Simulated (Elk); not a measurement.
An input for Elk 11.2.3 (patched build) (BP (F-43m)):

```
tasks
  180

xctype
  20

rgkmax
  8.5

gmaxvr
  18.0

lmaxapw
  10

lmaxo
  8

nxlo
  2

lorbcnd
  .true.

autolinengy
  .true.

tshift
  .false.

ngridk
  6 6 6

vkloff
  0.05 0.15 0.25

nempty
  10

swidth
  0.00551

scissor
  0.03028

gmaxrf
  2.5

wplot
  264 100 0
  0.0 0.4862

optcomp
  1 1
  2 2
  3 3

sppath
  './'

avec
  0.0000000000 4.2877885768 4.2877885768
  4.2877885768 0.0000000000 4.2877885768
  4.2877885768 4.2877885768 0.0000000000

atoms
  2
  'B.in'
  1
  0.0000000000 0.0000000000 0.0000000000
  'P.in'
  1
  0.2500000000 0.2500000000 0.2500000000
```

```sh
OMP_NUM_THREADS=4 elk > log
```

Q: How long will it take on 4 threads of Arm Neoverse V2, shared host, and how much memory?

It took 1.7 min; on shared hardware allow 52 s to 3.5 min. Peak host memory was 0.1 GiB.

[Paths, hosts, dates, memory and timing lines, banners, echoed tables and standing remarks are left out of the program output.]

[Logs are printed without paths, hosts, clocks, repeated set-up lines and the standing remarks that a program may print on its own settings, such as how far it seeks lower states.]

[Runs of the session that timed out or met a known fault of the program may be left out.]

[Hosts, paths, dates, database ids (printed as entryN), source tags and the programs' standing remarks are cut or masked in the printed files.]
